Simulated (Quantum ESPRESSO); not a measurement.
# LiCl (Fm-3m): a volume series of phonon spectra, part 3 of 9

Aim: how the vibrations of LiCl shift with volume, and the expansion that follows.

Experimental results on record:
- volume expansion coefficient 131.4 1e-6/K and heat capacity C_P per formula unit 48.1 J/mol/K near room temperature (given in “High-Throughput Prediction of Finite-Temperature Properties using the Quasi-Harmonic Approximation”, 2016, arXiv:1603.06924)
- volume expansion coefficient 131.1 1e-6/K near room temperature (given in “Descriptors for thermal expansion in solids”, 2017, arXiv:1701.03966)

Quantum ESPRESSO 7.5; DFT PBE, scalar-relativistic, plane waves, GBRV ultrasoft pseudopotentials.

So far. Step 2 (A first coarse run): The start is under 0.39 GPa at this level and looks like an insulator or semiconductor on this mesh. Step 3 (Finding the static equilibrium): After the last step pw.x solved the final cell once more on a basis chosen for it, which moves the energy without moving the atoms.

The database entry behind the starting cell differs from later determinations by our own check (0.1 to 0.3 % short, probably kX units), so it need not match the best structure at ambient conditions.

### 4. Self-consistent run

A tight ground state at this cell gives the energy of this member; its pressure is the stress at this cutoff, which can carry an offset from the finite basis.

Input file scf.in:

```
&CONTROL
  calculation = 'scf'
  prefix      = 'x'
  outdir      = './tmp'
  pseudo_dir  = './pseudo'
  tprnfor     = .true.
  tstress     = .true.
/
&SYSTEM
  ibrav       = 0
  nat         = 2
  ntyp        = 2
  ecutwfc     = 45.0
  ecutrho     = 270.0
  occupations = 'fixed'
  nbnd        = 7
/
&ELECTRONS
  conv_thr         = 1.0d-12
  mixing_beta      = 0.7
  electron_maxstep = 100
/
ATOMIC_SPECIES
 Li      6.9400  Li.upf
 Cl     35.4500  Cl.upf
CELL_PARAMETERS angstrom
     0.000000000    2.574315291    2.574315291
     2.574315291    0.000000000    2.574315291
     2.574315291    2.574315291    0.000000000
ATOMIC_POSITIONS crystal
 Li     0.000000000   0.000000000   0.000000000
 Cl     0.500000000   0.500000000   0.500000000
K_POINTS automatic
 8 8 8 0 0 0
```

Run with:

```bash
$ OMP_NUM_THREADS=1 mpirun -n 4 pw.x -nk 4 -in scf.in > scf.out
```

What it wrote:

```text
[banner, memory and clock lines left out]
Program PWSCF v.7.5

     Message from routine setup:
     using ibrav=0 with symmetry is DISCOURAGED, use correct ibrav instead

     G-vector sticks info

     bravais-lattice index     =            0
     lattice parameter (alat)  =       6.8798  a.u.
     unit-cell volume          =     230.2565 (a.u.)^3
     number of atoms/cell      =            2
     number of atomic types    =            2
     number of electrons       =        10.00
     number of Kohn-Sham states=            7
     kinetic-energy cutoff     =      45.0000  Ry
     charge density cutoff     =     270.0000  Ry
     scf convergence threshold =      1.0E-12
     mixing beta               =       0.7000
     number of iterations used =            8  plain     mixing
     Exchange-correlation=  SLA  PW   PBX  PBC
                           (   1   4   3   4   0   0   0)

     celldm(1)=   6.879797  celldm(2)=   0.000000  celldm(3)=   0.000000
     celldm(4)=   0.000000  celldm(5)=   0.000000  celldm(6)=   0.000000

     crystal axes: (cart. coord. in units of alat)
               a(1) = (   0.000000   0.707107   0.707107 )
               a(2) = (   0.707107   0.000000   0.707107 )
               a(3) = (   0.707107   0.707107   0.000000 )

     reciprocal axes: (cart. coord. in units 2 pi/alat)
               b(1) = ( -0.707107  0.707107  0.707107 )
               b(2) = (  0.707107 -0.707107  0.707107 )
               b(3) = (  0.707107  0.707107 -0.707107 )

     PseudoPot. # 1 for Li read from file:
     ./pseudo/Li.upf
     Pseudo is Ultrasoft, Zval =  3.0
     Using radial grid of  751 points,  5 beta functions with:
                l(1) =   0
                l(2) =   0
                l(3) =   0
                l(4) =   1
                l(5) =   1
     Q(r) pseudized with 10 coefficients,  rinner =    1.150   1.150   1.150

     PseudoPot. # 2 for Cl read from file:
     ./pseudo/Cl.upf
     Pseudo is Ultrasoft + core correction, Zval =  7.0
     Using radial grid of  909 points,  6 beta functions with:
                l(1) =   0
                l(2) =   0
                l(3) =   1
                l(4) =   1
                l(5) =   2
                l(6) =   2
     Q(r) pseudized with  8 coefficients,  rinner =    1.300   1.300   1.300
                                                       1.300   1.300

     atomic species   valence    mass     pseudopotential
     Li                3.00     6.94000     Li( 1.00)
     Cl                7.00    35.45000     Cl( 1.00)

     48 Sym. Ops., with inversion, found

   Cartesian axes

     site n.     atom                  positions (alat units)
         1        Li     tau(   1) = (   0.0000000   0.0000000   0.0000000  )
         2        Cl     tau(   2) = (   0.7071068   0.7071068   0.7071068  )

     number of k points=    29
                       cart. coord. in units 2pi/alat
        k(    1) = (   0.0000000   0.0000000   0.0000000), wk =   0.0039062
        k(    2) = (   0.0883883   0.0883883  -0.0883883), wk =   0.0312500
        k(    3) = (   0.1767767   0.1767767  -0.1767767), wk =   0.0312500
        k(    4) = (   0.2651650   0.2651650  -0.2651650), wk =   0.0312500
        k(    5) = (  -0.3535534  -0.3535534   0.3535534), wk =   0.0156250
        k(    6) = (   0.1767767   0.0000000   0.0000000), wk =   0.0234375
        k(    7) = (   0.2651650   0.0883883  -0.0883883), wk =   0.0937500
        k(    8) = (   0.3535534   0.1767767  -0.1767767), wk =   0.0937500
        k(    9) = (  -0.2651650  -0.4419417   0.4419417), wk =   0.0937500
        k(   10) = (  -0.1767767  -0.3535534   0.3535534), wk =   0.0937500
        k(   11) = (  -0.0883883  -0.2651650   0.2651650), wk =   0.0937500
        k(   12) = (   0.0000000  -0.1767767   0.1767767), wk =   0.0468750
        k(   13) = (   0.3535534   0.0000000   0.0000000), wk =   0.0234375
        k(   14) = (   0.4419417   0.0883883  -0.0883883), wk =   0.0937500
        k(   15) = (  -0.1767767  -0.5303301   0.5303301), wk =   0.0937500
        k(   16) = (  -0.0883883  -0.4419417   0.4419417), wk =   0.0937500
[...]
k(   22) = (   0.3535534   0.1767767   0.0000000), wk =   0.0937500
        k(   23) = (  -0.2651650  -0.4419417   0.6187184), wk =   0.1875000
        k(   24) = (  -0.1767767  -0.3535534   0.5303301), wk =   0.0937500
        k(   25) = (  -0.1767767  -0.5303301   0.7071068), wk =   0.0937500
        k(   26) = (  -0.0883883  -0.4419417   0.6187184), wk =   0.1875000
        k(   27) = (   0.0000000  -0.3535534   0.5303301), wk =   0.0937500
        k(   28) = (  -0.7071068   0.1767767  -0.0000000), wk =   0.0468750
        k(   29) = (  -0.7071068   0.3535534   0.0000000), wk =   0.0234375

     Dense  grid:    17153 G-vectors     FFT dimensions: (  36,  36,  36)

     Smooth grid:     9377 G-vectors     FFT dimensions: (  30,  30,  30)

     Initial potential from superposition of free atoms

     starting charge       9.5492, renormalised to      10.0000

     negative rho (up, down):  1.580E-02 0.000E+00
     Starting wfcs are    9 randomized atomic wfcs

     per-process dynamical memory:    17.9 Mb

     Self-consistent Calculation

     iteration #  1     ecut=    45.00 Ry     beta= 0.70
     Davidson diagonalization with overlap
     ethr =  1.00E-02,  avg # of iterations =  4.2

     Threshold (ethr) on eigenvalues was too large:
     Diagonalizing with lowered threshold

     Davidson diagonalization with overlap
     ethr =  1.66E-04,  avg # of iterations =  4.2

     negative rho (up, down):  1.482E-02 0.000E+00

     total energy              =     -48.03041022 Ry
     estimated scf accuracy    <       0.01785925 Ry

     iteration #  2     ecut=    45.00 Ry     beta= 0.70
     Davidson diagonalization with overlap
     ethr =  1.79E-04,  avg # of iterations =  1.9

     negative rho (up, down):  1.458E-02 0.000E+00

     total energy              =     -48.03118733 Ry
     estimated scf accuracy    <       0.00085902 Ry

     iteration #  3     ecut=    45.00 Ry     beta= 0.70
     Davidson diagonalization with overlap
     ethr =  8.59E-06,  avg # of iterations =  5.9

     negative rho (up, down):  1.458E-02 0.000E+00

     total energy              =     -48.03147314 Ry
     estimated scf accuracy    <       0.00001283 Ry

     iteration #  4     ecut=    45.00 Ry     beta= 0.70
     Davidson diagonalization with overlap
     c_bands:  1 eigenvalues not converged
     ethr =  1.28E-07,  avg # of iterations =  7.6

     negative rho (up, down):  1.456E-02 0.000E+00

     total energy              =     -48.03149999 Ry
     estimated scf accuracy    <       0.00000158 Ry

     iteration #  5     ecut=    45.00 Ry     beta= 0.70
     Davidson diagonalization with overlap
     c_bands:  1 eigenvalues not converged
     ethr =  1.58E-08,  avg # of iterations =  4.5

     negative rho (up, down):  1.454E-02 0.000E+00

     total energy              =     -48.03150078 Ry
     estimated scf accuracy    <       0.00000024 Ry

     iteration #  6     ecut=    45.00 Ry     beta= 0.70
     Davidson diagonalization with overlap
     ethr =  2.41E-09,  avg # of iterations =  3.1

     negative rho (up, down):  1.454E-02 0.000E+00

     total energy              =     -48.03150089 Ry
     estimated scf accuracy    <       0.00000004 Ry

     iteration #  7     ecut=    45.00 Ry     beta= 0.70
     Davidson diagonalization with overlap
     ethr =  3.59E-10,  avg # of iterations =  3.3

     negative rho (up, down):  1.454E-02 0.000E+00

     total energy              =     -48.03150090 Ry
     estimated scf accuracy    <          4.2E-10 Ry

     iteration #  8     ecut=    45.00 Ry     beta= 0.70
     Davidson diagonalization with overlap
     ethr =  4.19E-12,  avg # of iterations =  7.1

     negative rho (up, down):  1.454E-02 0.000E+00

     total energy              =     -48.03150090 Ry
     estimated scf accuracy    <          8.1E-11 Ry

     iteration #  9     ecut=    45.00 Ry     beta= 0.70
     Davidson diagonalization with overlap
     ethr =  8.06E-13,  avg # of iterations =  2.4

     negative rho (up, down):  1.454E-02 0.000E+00

     total energy              =     -48.03150090 Ry
     estimated scf accuracy    <          1.9E-12 Ry

     iteration # 10     ecut=    45.00 Ry     beta= 0.70
     Davidson diagonalization with overlap
     ethr =  1.00E-13,  avg # of iterations =  3.8

     negative rho (up, down):  1.454E-02 0.000E+00

     total energy              =     -48.03150090 Ry
     estimated scf accuracy    <          7.7E-12 Ry

     iteration # 11     ecut=    45.00 Ry     beta= 0.70
     Davidson diagonalization with overlap
     ethr =  1.00E-13,  avg # of iterations =  2.0

     negative rho (up, down):  1.454E-02 0.000E+00

     End of self-consistent calculation

          k = 0.0000 0.0000 0.0000 (  1211 PWs)   bands (ev):

   -41.9196 -11.7830   1.5752   1.5752   1.5752   7.8395  13.3677

          k = 0.0884 0.0884-0.0884 (  1197 PWs)   bands (ev):

   -41.9192 -11.7094   1.0573   1.5351   1.5351   8.3010  12.6263

          k = 0.1768 0.1768-0.1768 (  1179 PWs)   bands (ev):

   -41.9183 -11.5221   0.0204   1.4432   1.4432   8.7467  12.1781

          k = 0.2652 0.2652-0.2652 (  1167 PWs)   bands (ev):

   -41.9174 -11.3191  -0.8560   1.3580   1.3580   8.4905  11.3105

          k =-0.3536-0.3536 0.3536 (  1170 PWs)   bands (ev):

   -41.9170 -11.2296  -1.1919   1.3245   1.3245   8.3096  11.0103

          k = 0.1768 0.0000 0.0000 (  1187 PWs)   bands (ev):

   -41.9191 -11.6840   1.1088   1.3972   1.3972   8.5434  12.9631

          k = 0.2652 0.0884-0.0884 (  1179 PWs)   bands (ev):

   -41.9184 -11.5320   0.3048   1.2401   1.3040   9.2380  11.7704

          k = 0.3536 0.1768-0.1768 (  1174 PWs)   bands (ev):

   -41.9175 -11.3293  -0.5814   1.1261   1.1550   9.2030  11.0767

          k =-0.2652-0.4419 0.4419 (  1172 PWs)   bands (ev):

   -41.9169 -11.1971  -1.0675   0.9332   1.1848   8.9211  10.8836

          k =-0.1768-0.3536 0.3536 (  1173 PWs)   bands (ev):

   -41.9170 -11.2281  -0.9497   0.8411   1.3126   8.9585  11.1790

          k =-0.0884-0.2652 0.2652 (  1178 PWs)   bands (ev):

   -41.9178 -11.3995  -0.2907   0.9154   1.4700   9.2064  11.7222

          k = 0.0000-0.1768 0.1768 (  1169 PWs)   bands (ev):

   -41.9187 -11.5966   0.5511   1.1896   1.5653   8.8826  11.9909

          k = 0.3536 0.0000 0.0000 (  1174 PWs)   bands (ev):

   -41.9179 -11.4243   0.0907   0.9988   0.9988  10.0333  11.2459

          k = 0.4419 0.0884-0.0884 (  1173 PWs)   bands (ev):

   -41.9172 -11.2526  -0.5058   0.7275   0.8552  10.0313  10.8306

          k =-0.1768-0.5303 0.5303 (  1172 PWs)   bands (ev):

   -41.9166 -11.1157  -0.8660   0.3112   0.8771   9.6986  11.0991

          k =-0.0884-0.4419 0.4419 (  1169 PWs)   bands (ev):

   -41.9166 -11.1045  -0.7803  -0.0101   1.0547   9.6292  11.4851

          k = 0.0000-0.3536 0.3536 (  1171 PWs)   bands (ev):

[...]
k = 0.5303-0.0000 0.0000 (  1182 PWs)   bands (ev):

[...]
k =-0.0884-0.6187 0.6187 (  1170 PWs)   bands (ev):

[...]
k = 0.0000-0.5303 0.5303 (  1154 PWs)   bands (ev):

[...]
k =-0.7071 0.0000 0.0000 (  1162 PWs)   bands (ev):

[...]
k = 0.3536 0.1768 0.0000 (  1179 PWs)   bands (ev):

   -41.9177 -11.3690  -0.1839   0.7325   1.2479   9.9521  11.1689

          k =-0.2652-0.4419 0.6187 (  1172 PWs)   bands (ev):

   -41.9169 -11.1945  -0.6977   0.3930   1.0957   9.9169  10.8796

          k =-0.1768-0.3536 0.5303 (  1176 PWs)   bands (ev):

   -41.9166 -11.1184  -0.9233   0.2988   1.0090   9.7436  10.8230

          k =-0.1768-0.5303 0.7071 (  1183 PWs)   bands (ev):

   -41.9167 -11.1130  -0.7989   0.3249   0.7339  10.1088  10.7127

          k =-0.0884-0.4419 0.6187 (  1173 PWs)   bands (ev):

   -41.9164 -11.0350  -0.7840  -0.1298   0.6941  10.1752  11.3603

          k = 0.0000-0.3536 0.5303 (  1176 PWs)   bands (ev):

   -41.9165 -11.0703  -0.5625  -0.3189   0.8641  10.2857  11.3569

          k =-0.7071 0.1768-0.0000 (  1172 PWs)   bands (ev):

   -41.9162 -10.9969  -1.0579   0.1678   0.5155   9.8618  10.4834

          k =-0.7071 0.3536 0.0000 (  1176 PWs)   bands (ev):

   -41.9162 -11.0010  -0.5026  -0.5026   0.5345  11.0204  11.6516

     highest occupied, lowest unoccupied level (ev):     1.5752    7.8395

!    total energy              =     -48.03150090 Ry
     estimated scf accuracy    <          8.8E-15 Ry

     The total energy is the sum of the following terms:
     one-electron contribution =     -10.79017326 Ry
     hartree contribution      =       7.72827208 Ry
     xc contribution           =     -12.93396311 Ry
     ewald contribution        =     -32.03563662 Ry

     convergence has been achieved in  11 iterations

     negative rho (up, down):  1.454E-02 0.000E+00

     Forces acting on atoms (cartesian axes, Ry/au):

     atom    1 type  1   force =    -0.00000000   -0.00000000    0.00000000
     atom    2 type  2   force =     0.00000000    0.00000000    0.00000000

     Total force =     0.000000     Total SCF correction =     0.000000

     Computing stress (Cartesian axis) and pressure

     negative rho (up, down):  1.454E-02 0.000E+00
          total   stress  (Ry/bohr**3)                   (kbar)     P=        0.01
   0.00000004  -0.00000000  -0.00000000            0.01       -0.00       -0.00
  -0.00000000   0.00000004  -0.00000000           -0.00        0.01       -0.00
  -0.00000000  -0.00000000   0.00000004           -0.00       -0.00        0.01

     XML data file, charge density, pseudopotentials, collected wavefunctions
```

Run time: 3.5 s. Hardware: 4 MPI ranks of Arm Neoverse V1, shared host.

On a basis chosen for the relaxed cell the pressure is 0.001 GPa, small enough for phonons.

(Continued in part 4 of 9.)

[Logs are printed without paths, hosts, clocks, repeated set-up lines and the standing remarks that a program may print on its own settings, such as how far it seeks lower states.]

[Hosts, paths, dates, database ids (printed as entryN), source tags and the programs' standing remarks are cut or masked in the printed files.]

[A step with changed settings may run another functional than the one named; its input shows which.]

[Of the runs on displaced cells, only some may be shown.]
